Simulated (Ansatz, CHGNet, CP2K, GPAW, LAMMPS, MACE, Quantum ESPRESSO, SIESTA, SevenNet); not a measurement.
# Which run comes nearest? Glassy 47SiO2-6Al2O3-6FeO-28MgO-6CaO-3Na2O-3K2O (mol %) (87 atoms)

Density of this cell: 2.80 g/cm³. The cell holds 87 atoms: 15 Si, 4 Al, 2 Fe, 9 Mg, 2 Ca, 2 Na, 2 K and 51 O. Its edges and angles: a = 10.375 Å, b = 10.375 Å, c = 10.375 Å, α = 90.0°, β = 90.0°, γ = 90.0°. 87 atoms (15 Si, 4 Al, 2 Fe, 9 Mg, 2 Ca, 2 Na, 2 K, 51 O) placed at random at 2.66 g/cm³, melted at 3000 K for 20 ps at fixed volume with the Buckingham and Coulomb pair potential of Guillot and Sator (Geochim. Cosmochim. Acta 71, 1249 (2007)) with the boron terms of Wang et al. (J. Non-Cryst. Solids 498, 294 (2018)). Quenched from 3000 K to 300 K at 100 K/ps and fixed volume, held 10 ps at zero pressure.

Geometry: as built.

The reference, a calculation:

* method: Kohn-Sham DFT, PBE, SSSP efficiency 1.3.0 pseudopotentials, plane waves (Quantum ESPRESSO 7.5); sssp-pbe-1.3.0-efficiency, cutoffs 60/480 Ry, Γ point
* r.m.s. force component: 1.035 eV/Å
* longest force: 5.955 eV/Å
* pressure: 1.372 GPa
* time: 39 min on 4 MPI ranks of Arm Neoverse V2, shared host
* CPU time: 2.6 h

Q: Estimate the differences from the reference, the CPU time and the memory of each run.
- SevenNet 0 potential (SevenNet 0; 1 thread)
- MACE MP-0b3 medium potential (MACE MP-0b3 medium; 1 thread)
- GPAW PBE, LCAO dzp, h 0.18 Å (GPAW 26.7.0; 2 MPI ranks)
- CHGNet 0.3.0 potential (CHGNet 0.3.0; 1 thread)

Differences are against the plane-wave reference, forces as r.m.s. over components; share is that over the reference's r.m.s. force, slope the least-squares factor from reference forces to these. Total energies of different programs have different zeros and aren't compared.

| run | Δ force, r.m.s. (meV/Å) | share (%) | slope | Δ pressure (GPa) | cores | CPU time | memory (GiB) |
| --- | --- | --- | --- | --- | --- | --- | --- |
| reference | - | - | - | - | 4 | 2.6 h | 3.8 |
| SevenNet 0 potential | 113 | 10.9 | 0.961 | 0.0358 | 1 | 7.2 s | 0.95 |
| MACE MP-0b3 medium potential | 134 | 12.9 | 0.942 | 0.178 | 1 | 7.6 s | 1.1 |
| GPAW PBE, LCAO dzp, h 0.18 Å | 303 | 29.3 | 1.095 | - | 2 | 38 min | 4.0 |
| CHGNet 0.3.0 potential | 172 | 16.6 | 0.905 | -0.146 | 1 | 3.6 s | 1.3 |

Times of the machine-learned potentials are mostly Python's start and the loading of weights.

CPU time is summed over cores on a shared host, where runs went side by side, so it is rough. Symmetry, cutoffs, thresholds, outputs and thread counts weren't matched or tuned between programs; memory under MPI is the largest rank's times the ranks.

The PBE run in local orbitals differs by 29 % (GPAW PBE, LCAO dzp, h 0.18 Å); basis, grid and potentials can all enter. Machine-learned potentials differ by 11 % (SevenNet 0 potential) to 17 % (CHGNet 0.3.0 potential); they were trained on other programs' data, the PBE(+U) sets with a Hubbard term on some transition metals in oxides and fluorides. One electronic-structure run takes under half the reference's CPU time: GPAW PBE, LCAO dzp, h 0.18 Å, at 29 % in 38 min against 2.6 h. Machine-learned potentials mimic data converged in k, so the reference's own k-point error enters their differences. The network of bonds at the start is that of the classical potential that made the cell, and needn't be the one that DFT or experiment would give. The electronic-structure runs sample only Γ, in a cell whose shortest periodic width is 10 Å.

[Hosts, paths, dates, database ids (printed as entryN), source tags and the programs' standing remarks are cut or masked in the printed files.]
